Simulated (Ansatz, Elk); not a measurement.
**ZrRhS3: X-ray structure factors from the self-consistent density**

Structure refinements treat a crystal as free atoms side by side. For a made-up structure of ZrRhS3 (cell and positions from a PBEsol relaxation) the runs below show what the calculated density changes in F(hkl).

Calculated with Elk 11.2.3 (patched build); DFT, PBE, all-electron APW+lo, Dirac cores, scalar-relativistic bands, static density, no spin.

The structure was built from a prototype and need not be the compound's stable phase.

## (1) The starting structure

The structure is cubic, space group Pm-3m (No. 221). The conventional cell has a = 4.500 Å, b = 4.500 Å, c = 4.500 Å, α = 90.00°, β = 90.00°, γ = 90.00°. Nearest to Rh lie 6 S at 2.25 Å. Nearest to Zr lie 12 S at 3.18 Å. Nearest to S lie 2 Rh at 2.25 Å and 4 Zr at 3.18 Å. Farther neighbours and most contacts between anions are not listed.

## (2) Ground state and structure factors

An all-electron density is needed, since X-rays see the cores too. Task 0 finds the density and task 195 Fourier-transforms it; tshift is off so that phases refer to the origin typed.

Input file elk.in:

```
tasks
  0
  195

xctype
  20

spinpol
  .false.

rgkmax
  7.0

gmaxvr
  14.0

lmaxo
  7

lmaxapw
  8

swidth
  0.002

tshift
  .false.

ramdisk
  .false.

hmaxvr
  5.5

maxscl
  120

epspot
  1e-06

sppath
  './'

avec
  8.50344044967 -0.00000000000 0.00000000000
  -0.00000000000 8.50344044967 0.00000000000
  -0.00000000000 0.00000000000 8.50344044967

atoms
  3
  'Rh.in'
  1
  -0.0000000000 0.0000000000 0.0000000000   0.000000 0.000000 0.000000
  'Zr.in'
  1
  0.5000000000 0.5000000000 0.5000000000   0.000000 0.000000 0.000000
  'S.in'
  3
  0.5000000000 0.0000000000 -0.0000000000   0.000000 0.000000 0.000000
  -0.0000000000 0.5000000000 -0.0000000000   0.000000 0.000000 0.000000
  -0.0000000000 0.0000000000 0.5000000000   0.000000 0.000000 0.000000

ngridk
  5 5 5
```

Started as:

```sh
> OMP_NUM_THREADS=4 elk
```

Numbers of over 12 decimals in the logs are rounded to 6 here.

Log:

```text
┌─────────────────────────┐
│ Elk code version 11.2.3 │
└─────────────────────────┘

All units are atomic (Hartree, Bohr, etc.)

┌─────────────────────────────────────────────────┐
│ Ground-state run starting from atomic densities │
└─────────────────────────────────────────────────┘

Lattice vectors :
   8.503440450      -0.000000000       0.000000000
  -0.000000000       8.503440450       0.000000000
  -0.000000000       0.000000000       8.503440450

Reciprocal lattice vectors :
  0.7388991955       0.000000000       0.000000000
   0.000000000      0.7388991955       0.000000000
  -0.000000000      -0.000000000      0.7388991955

Unit cell volume      :    614.8710193
Brillouin zone volume :   0.4034182872

Muffin-tin inner radius fraction :   0.1000000000E-01

Nuclei treated as point charges

Species : 1 (Rh)
 parameters loaded from : Rh.in
 name : rhodium
 nuclear charge    :   -45.00000000
 electronic charge :    45.00000000
 atomic mass :    187585.2511
 muffin-tin radius :    2.275931788
 number of radial points in muffin-tin :   1193
 inner part over the whole radius :   0.9917100504E-02
 number on inner part of muffin-tin    :    846
 approximate nuclear radius :   0.8524867730E-04
 number of mesh points to nuclear radius :    426
 atomic positions (lattice), magnetic fields (Cartesian) :
  1 :   0.00000000  0.00000000  0.00000000    0.00000000  0.00000000  0.00000000

Species : 2 (Zr)
 parameters loaded from : Zr.in
 name : zirconium
 nuclear charge    :   -40.00000000
 electronic charge :    40.00000000
 atomic mass :    166291.1793
 muffin-tin radius :    2.600000000
 number of radial points in muffin-tin :   1193
 inner part over the whole radius :   0.9967875514E-02
 number on inner part of muffin-tin    :    848
 approximate nuclear radius :   0.8202877663E-04
 number of mesh points to nuclear radius :    417
 atomic positions (lattice), magnetic fields (Cartesian) :
  1 :   0.50000000  0.50000000  0.50000000    0.00000000  0.00000000  0.00000000

Species : 3 (S)
 parameters loaded from : S.in
 name : sulphur
 nuclear charge    :   -16.00000000
 electronic charge :    16.00000000
 atomic mass :    58450.91931
 muffin-tin radius :    1.925788436
 number of radial points in muffin-tin :    793
 inner part over the whole radius :   0.9909157885E-02
 number on inner part of muffin-tin    :    552
 approximate nuclear radius :   0.6195814986E-04
 number of mesh points to nuclear radius :    253
 atomic positions (lattice), magnetic fields (Cartesian) :
  1 :   0.50000000  0.00000000  0.00000000    0.00000000  0.00000000  0.00000000
  2 :   0.00000000  0.50000000  0.00000000    0.00000000  0.00000000  0.00000000
  3 :   0.00000000  0.00000000  0.50000000    0.00000000  0.00000000  0.00000000

Total number of atoms per unit cell :    5
Total muffin-tin volume :    212.7541441
 ratio of muffin-tin to unit cell volume :   0.3460142655

Spin treatment :
 spin-unpolarised

Number of Bravais lattice symmetries :   48
Number of crystal symmetries         :   48
Crystal has inversion symmetry
Real symmetric eigensolver will be used

k-point grid :      5     5     5
k-point offset :    0.000000000       0.000000000       0.000000000
k-point set is reduced with full crystal symmetry group
Total number of k-points :       10

Muffin-tin radius times maximum |G+k| :    7.000000000
 using average radius
Maximum |G+k| for APW functions       :    3.285367871
Maximum (1/2)|G+k|²                   :    5.396821022
Maximum |G| for potential and density :    14.00000000
Constant for pseudocharge density :    9
 order of it for each species :   16  16  16
 order of it for pair densities of each species (exact exchange by exxq0 0: 17) :   11  14   7
Radial integration step length :    1

G-vector grid sizes :     40    40    40
Number of G-vectors :    28425

Maximum angular momentum used for
 APW functions            :    8
 outer part of muffin-tin :    7
 inner part of muffin-tin :    2

Total nuclear charge    :   -133.0000000
[...]
exchange                    :     -323.83229895648
 correlation                 :     -6.371295
 electron entropic           :    -0.39132260232100E-03
 total energy                :     -9584.0972076136

Density of states at Fermi energy :    28.44088580
 (states/Hartree/unit cell)

Estimated indirect band gap :   0.3660162487E-02
 from k-point 6 to k-point 2
Estimated direct band gap   :   0.4067881709E-01
 at k-point 2

Charges :
 core                        :    86.00000000
 valence                     :    47.00000000
 interstitial                :    11.22978486
 muffin-tins (core leakage)
  species : 1 (Rh)
   atom 1                    :    43.33020079     ( -0.7012068437E-07)
  species : 2 (Zr)
[...]
species : 3 (S)
[...]
total in muffin-tins        :    121.7702151
 total calculated charge     :    132.9977102
 total charge                :    133.0000000
 error                       :   0.2289798159E-02

RMS change in Kohn-Sham potential (target) :   0.3886670597     (  0.1000000000E-05)
Absolute change in total energy (target)   :   0.2209495909     (  0.1000000000E-03)

[... loops 3 to 17 left out ...]

┌──────────────────┐
│ Loop number : 18 │
└──────────────────┘

Energies :
 Fermi                       :     0.310089
 sum of occupied eigenvalues :     -5656.6745291720
 electron kinetic            :      9909.7493924242
 core electron kinetic       :      9650.4691993575
 Coulomb                     :     -19161.518628407
 Coulomb potential           :     -15136.624309119
 nuclear-nuclear             :     -1111.1549927412
 electron-nuclear            :     -20986.712112200
 Hartree                     :      2936.3484765345
 Madelung                    :     -11593.206473847
 xc potential                :     -429.79961247700
 exchange                    :     -323.93636127146
 correlation                 :     -6.379602
 electron entropic           :    -0.54509736934348E-03
 total energy                :     -9582.0857445587

Density of states at Fermi energy :    38.54765948
 (states/Hartree/unit cell)

Estimated indirect band gap :   0.9408585426E-02
 from k-point 3 to k-point 1
Estimated direct band gap   :   0.1093583182E-01
 at k-point 3

Charges :
 core                        :    86.00000000
 valence                     :    47.00000000
 interstitial                :    11.07328698
 muffin-tins (core leakage)
  species : 1 (Rh)
[...]
species : 2 (Zr)
[...]
species : 3 (S)
[...]
total in muffin-tins        :    121.9267130
 total calculated charge     :    132.9975797
 total charge                :    133.0000000
 error                       :   0.2420317166E-02

RMS change in Kohn-Sham potential (target) :   0.1007418647E-06 (  0.1000000000E-05)
Absolute change in total energy (target)   :   0.3848742745E-04 (  0.1000000000E-03)

Convergence targets achieved

┌──────────────────┐
│ Loop number : 19 │
└──────────────────┘

Energies :
 Fermi                       :     0.310089
 sum of occupied eigenvalues :     -5656.6745198187
 electron kinetic            :      9909.7494008785
 core electron kinetic       :      9650.4692083171
 Coulomb                     :     -19161.518624714
 Coulomb potential           :     -15136.624311616
 nuclear-nuclear             :     -1111.1549927412
 electron-nuclear            :     -20986.712101872
 Hartree                     :      2936.3484698993
 Madelung                    :     -11593.206468906
 xc potential                :     -429.79960908099
 exchange                    :     -323.93636107370
 correlation                 :     -6.379602
 electron entropic           :    -0.54509764020253E-03
 total energy                :     -9582.0857321880

Density of states at Fermi energy :    38.54767625
 (states/Hartree/unit cell)

Estimated indirect band gap :   0.9408574628E-02
 from k-point 3 to k-point 1
Estimated direct band gap   :   0.1093580234E-01
 at k-point 3

Charges :
 core                        :    86.00000000
 valence                     :    47.00000000
 interstitial                :    11.07328663
 muffin-tins (core leakage)
  species : 1 (Rh)
[...]
species : 2 (Zr)
[...]
species : 3 (S)
   atom 1                    :    13.67831904     (  0.4354877745E-03)
   atom 2                    :    13.67831904     (  0.4354877745E-03)
   atom 3                    :    13.67831904     (  0.4354877745E-03)
 total in muffin-tins        :    121.9267134
 total calculated charge     :    132.9975797
 total charge                :    133.0000000
 error                       :   0.2420317402E-02

┌──────────────────────────────┐
│ Self-consistent loop stopped │
└──────────────────────────────┘

Warning : core states of species 3 leak from the muffin-tin :   0.4354877745E-03

Wrote STATE.OUT
```

Elapsed: 20 s, on 4 threads of Intel Xeon at 2.60GHz (Ice Lake), shared host; peak memory 0.21 GiB; 41 s of CPU time.

SFACRHO.OUT:

```text

h k l indices transformed by vhmat matrix:
   1.000000000       0.000000000       0.000000000    
   0.000000000       1.000000000       0.000000000    
   0.000000000       0.000000000       1.000000000    

      h      k      l  multipl.   |H|            Re(F)            Im(F)           |F|

      0      0      0      1   0.0000000       133.00000      0.11088657E-15   133.00000    
      0      1      0      6  0.73889920       19.515015      0.60273073E-14   19.515015    
      0     -1      1     12   1.0449613       59.263689      0.63660508E-14   59.263689    
      1     -1     -1      8   1.2798109      -29.412605     -0.53427908E-14   29.412605    
     -2      0      0      6   1.4777984       96.714166      0.99932723E-14   96.714166    
     -1      0     -2     24   1.6522288       13.987447     -0.95738550E-14   13.987447    
     -2      1      1     24   1.8099260       50.738876     -0.24090928E-14   50.738876    
     -2      2      0     12   2.0899225       82.886640     -0.10359680E-13   82.886640    
     -2     -1      2     24   2.2166976       11.700903     -0.15734108E-13   11.700903    
      3      0      0      6   2.2166976       11.662837      0.12502252E-13   11.662837    
     -3      0     -1     24   2.3366044       45.215870      0.80892265E-14   45.215870    
     -3     -1      1     24   2.4506514      -21.461785     -0.12222011E-13   21.461785    
      2      2      2      8   2.5596219       75.082450     -0.23757524E-13   75.082450    
      0     -2     -3     24   2.6641389       10.680218     -0.15192612E-13   10.680218    
     -2      3      1     48   2.7647076       41.332189      0.15866997E-15   41.332189    
      0      0      4      6   2.9555968       69.485055     -0.15223856E-13   69.485055    
      0      4     -1     24   3.0465594       9.7761523      0.33164488E-14   9.7761523    
      3      2      2     24   3.0465594       9.9400284      0.17927931E-13   9.9400284
```

Elk indexes on the primitive cell of elk.in and gives |H| = 4π sin θ/λ in inverse bohr. Below, one row stands for each form hkl of the conventional cell (m members, Friedel mates merged), F is for one primitive cell and the density is static (no thermal factor). Free-atom factors are Waasmaier and Kirfel's, and R is Σm||F|−|F'||/Σm|F|.

```csv
hkl,m,sin θ/λ (Å⁻¹),"abs F, DFT",neutral atoms,diff.
100,6,0.111,19.515,19.304,+0.211
110,12,0.157,59.264,59.620,-0.357
111,8,0.193,29.413,29.130,+0.282
200,6,0.222,96.714,96.819,-0.105
210,24,0.248,13.987,14.073,-0.086
211,24,0.272,50.739,50.818,-0.079
220,12,0.314,82.887,83.027,-0.140
221,24,0.333,11.701,11.853,-0.152
300,6,0.333,11.663,11.853,-0.190
310,24,0.351,45.216,45.142,+0.074
311,24,0.368,21.462,21.507,-0.045
222,8,0.385,75.082,75.001,+0.081
320,24,0.401,10.680,10.624,+0.056
321,48,0.416,41.332,41.188,+0.144
```

## (3) The highest occupied states alone

An energy window below the Fermi level keeps the highest occupied states, to see at which angles they scatter; shallow core shells can lie inside it and anion s states outside. No new self-consistency is needed.

elk.in, as its differences from that of step 2:

```diff
@@ -1,3 +1,2 @@
 tasks
-  0
   195
@@ -40,2 +39,5 @@
 
+wsfac
+  -0.057400 0.610090
+
 sppath
```

Started as:

```sh
> OMP_NUM_THREADS=4 elk
```

Log:

```text
┌─────────────────────────────────┐
│ Elk code version 11.2.3 started │
└─────────────────────────────────┘

Info(readinput): the functional depends on the density's gradient
 muffin-tin radial points multiplied by    2.00000
 (not where nrmtscf is given)

┌────────────────────┐
│ Current task : 195 │
└────────────────────┘
Info(checkmt): changed muffin-tin radius of species 1 (Rh) from   2.6000 to   2.2759
Info(checkmt): changed muffin-tin radius of species 3 (S) from   2.2000 to   1.9258

Info(sfacrho): density structure factors written to SFACRHO.OUT

 Energy window :  -0.5740000000E-01  0.6100900000

┌──────────────────┐
│ Elk code stopped │
└──────────────────┘
```

Run time: 8.4 s. Hardware: 4 threads; peak memory 0.16 GiB; 10 s of CPU time.

States within 10 eV below the Fermi level hold 25.00 electrons; any levels below the window count with the cores. Their amplitudes can exceed the total, where window and core parts have opposite phase:

```csv
hkl,sin θ/λ (Å⁻¹),"abs F, window","abs F, all"
100,0.111,7.542,19.515
110,0.157,3.288,59.264
111,0.193,0.382,29.413
200,0.222,5.283,96.714
210,0.248,2.590,13.987
211,0.272,1.625,50.739
220,0.314,1.259,82.887
221,0.333,0.830,11.701
300,0.333,0.595,11.663
310,0.351,0.699,45.216
```

## (4) Another try

In this try the input is made faulty on purpose, to show what that does.

The input is changed as shown.

elk.in, as its differences from that of step 3:

```diff
@@ -1,2 +1,3 @@
 tasks
+  0
   195
@@ -39,5 +40,2 @@
 
-wsfac
-  -0.057400 0.610090
-
 sppath
@@ -64,3 +62,3 @@
 
-ngridk
+ngrid
   5 5 5
```

Started as:

```sh
> OMP_NUM_THREADS=4 elk
```

Log:

```text
┌─────────────────────────────────┐
│ Elk code version 11.2.3 started │
└─────────────────────────────────┘

Error(readinput): invalid block name : ngrid
```

Run time: 0.01 s. Hardware: 4 threads; peak memory 0.16 GiB.

The input was rejected at the start.

The program's message: “Error(readinput): invalid block name : ngrid”

A key was misspelt on purpose.

## (5) Another functional

The difference from free atoms is small, so it is set against the change that PBEsol makes.

elk.in, as its differences from that of step 4:

```diff
@@ -5,3 +5,3 @@
 xctype
-  20
+  22
 
@@ -62,3 +62,3 @@
 
-ngrid
+ngridk
   5 5 5
```

Started as:

```sh
> OMP_NUM_THREADS=4 elk
```

Log:

```text
┌─────────────────────────┐
│ Elk code version 11.2.3 │
└─────────────────────────┘

All units are atomic (Hartree, Bohr, etc.)

┌─────────────────────────────────────────────────┐
│ Ground-state run starting from atomic densities │
└─────────────────────────────────────────────────┘

Lattice vectors :
   8.503440450      -0.000000000       0.000000000
  -0.000000000       8.503440450       0.000000000
  -0.000000000       0.000000000       8.503440450

Reciprocal lattice vectors :
  0.7388991955       0.000000000       0.000000000
[...]
species : 1 (Rh)
[...]
species : 2 (Zr)
[...]
species : 3 (S)
[...]
atom 2                    :    13.65860173     (  0.4386167898E-03)
   atom 3                    :    13.65860173     (  0.4386167898E-03)
 total in muffin-tins        :    121.8697076
 total calculated charge     :    132.9975626
 total charge                :    133.0000000
 error                       :   0.2437421977E-02

┌──────────────────────────────┐
│ Self-consistent loop stopped │
└──────────────────────────────┘

Warning : core states of species 3 leak from the muffin-tin :   0.4386167898E-03

Wrote STATE.OUT
[key lines of the parts left out:]
total energy                :     -9575.8247921094
```

The job ended after 20 s (4 threads; peak memory 0.22 GiB; 42 s of CPU time).

Against the first run R = 0.03 %; the largest change is -0.053 at 200.

## (6) A coarser k-mesh

About half the k-points along each axis test the sampling.

elk.in, as its differences from that of step 5:

```diff
@@ -5,3 +5,3 @@
 xctype
-  22
+  20
 
@@ -63,2 +63,2 @@
 ngridk
-  5 5 5
+  2 2 2
```

Started as:

```sh
> OMP_NUM_THREADS=4 elk
```

Log:

```text
┌─────────────────────────┐
│ Elk code version 11.2.3 │
└─────────────────────────┘

All units are atomic (Hartree, Bohr, etc.)

┌─────────────────────────────────────────────────┐
│ Ground-state run starting from atomic densities │
└─────────────────────────────────────────────────┘

Lattice vectors :
   8.503440450      -0.000000000       0.000000000
  -0.000000000       8.503440450       0.000000000
  -0.000000000       0.000000000       8.503440450

Reciprocal lattice vectors :
  0.7388991955       0.000000000       0.000000000
[...]
species : 1 (Rh)
[...]
species : 2 (Zr)
[...]
species : 3 (S)
[...]
atom 2                    :    13.69646167     (  0.4365321277E-03)
   atom 3                    :    13.69646167     (  0.4365321277E-03)
 total in muffin-tins        :    121.9445122
 total calculated charge     :    132.9974276
 total charge                :    133.0000000
 error                       :   0.2572421959E-02

┌──────────────────────────────┐
│ Self-consistent loop stopped │
└──────────────────────────────┘

Warning : core states of species 3 leak from the muffin-tin :   0.4365321277E-03

Wrote STATE.OUT
[key lines of the parts left out:]
total energy                :     -9582.0308386964
```

The job ended after 18 s (4 threads; peak memory 0.2 GiB; 32 s of CPU time).

Against the first run R = 0.09 %; the largest change is +0.159 at 300.

## (7) Settings against the effect

```csv
run,R against the first run (%),"R against neutral atoms, low angle (%)",wall time
"PBE, rgkmax 7",0.00,0.39,20 s
PBEsol,0.03,0.41,20 s
k-mesh 2×2×2,0.09,0.47,18 s
```

## (8) Results

| Item | Value |
| --- | --- |
| R against neutral atoms, sin θ/λ < 0.3 Å⁻¹ | 0.39 % |
| R against neutral atoms, 0.3 to 0.82 Å⁻¹ | 0.32 % |

What this shows: Independent neutral atoms miss the calculated amplitudes by R = 0.39 % below 0.3 Å⁻¹ and 0.32 % from there to 0.82 Å⁻¹; by shells, 1.08 % below 0.15 Å⁻¹ (1 form), 0.36 % 0.15 to 0.3 (5 forms), 0.30 % 0.3 to 0.45 (9 forms), 0.32 % above 0.45 (53 forms). Bonding, aspherical density and the tables' own atoms all enter these figures, and the runs don't part them. The largest change of an amplitude is -0.36 electrons, at 110. The window's part falls from 25.0 electrons at the origin to at most 0.40 between 0.45 and 0.82 Å⁻¹. Below 0.3 Å⁻¹ the changes that finished (PBEsol and k-mesh 2×2×2) move F by R = 0.09 % at most, against the 0.39 % that separates it from free atoms. A single amplitude moves by up to 0.16 electrons, against 0.36 for the largest difference from free atoms. The basis has no finished test. These runs have no spin, though d or f shells may be open. The electron count is odd, so without spin the run is a metal by force. Part of the difference isn't bonding: the tables are fits to free atoms and ions calculated by other methods than this functional. Thermal motion, anomalous dispersion and extinction are left out.

[Logs are printed without paths, hosts, clocks, repeated set-up lines and the standing remarks that a program may print on its own settings, such as how far it seeks lower states.]

[Hosts, paths, dates, database ids (printed as entryN), source tags and the programs' standing remarks are cut or masked in the printed files.]
